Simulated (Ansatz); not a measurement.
Consider SrTiO3 (Tausonite).

Symmetry: Pm-3m, No. 221, cubic system. The conventional cell has a = 3.905 Å, b = 3.905 Å, c = 3.905 Å, α = 90.00°, β = 90.00°, γ = 90.00°. Sr has 12 O at 2.76 Å nearest. Nearest to Ti lie 6 O at 1.95 Å. Nearest to O lie 2 Ti at 1.95 Å and 4 Sr at 2.76 Å. Farther neighbours and most contacts between anions are not listed.

```xyz
5
Lattice="3.9053 0.0000 0.0000 0.0000 3.9053 0.0000 0.0000 0.0000 3.9053" Properties=species:S:1:pos:R:3 pbc="T T T"
Sr    1.9526    1.9526    1.9526
Ti    0.0000    0.0000    0.0000
O     1.9526    0.0000    0.0000
O     0.0000    1.9526    0.0000
O     0.0000    0.0000    1.9526
```

The cell and positions come from the Crystallography Open Database and are kept as given unless a step says otherwise. PAW set soft_2, made with PBE.

Gaps computed with Ansatz 0.2.0 without a self-energy: LDA 1.78 eV, PBEsol 1.83 eV, PBE 1.89 eV, PBE+SOC 1.87 eV and PBE0 4.07 eV.

**Question.** What gap should G0W0 on PBE give (4×4×4 mesh, 382 empty bands, screening to 200 eV, default PAW files)?

About 3.44 eV: on its mesh the run moves the gap from 1.87 eV by +1.57 eV. Among the scalar-relativistic levels given, PBE0 is nearest (+0.63 eV). Bands and cutoff are finite, so the gap is not at the basis limit. The miss can reach some tenths of an eV and take either sign; the mesh is an error of its own. The 4×4×4 mesh is coarse for this cell (its supercell is 16 Å along the shortest edge). The RPA ε∞ on it, from the PBE start, is 6.52; such meshes misread the long-range screening, most where the gap is narrow. This is the ideal cubic cell; many perovskites, halides above all, are cubic only on average, and local tilts or off-centring can widen the gap. The many-body steps are scalar-relativistic: spin-orbit coupling is not in them.

[Paths, hosts, dates, memory and timing lines, banners, echoed tables and standing remarks are left out of the program output.]

[Logs are printed without paths, hosts, clocks, repeated set-up lines and the standing remarks that a program may print on its own settings, such as how far it seeks lower states.]

[Runs of the session that timed out or met a known fault of the program may be left out.]

[Cells called generated may have been cut or substituted from an entry of the Crystallography Open Database or the Materials Project.]

[Hosts, paths, dates, database ids (printed as entryN), source tags and the programs' standing remarks are cut or masked in the printed files.]
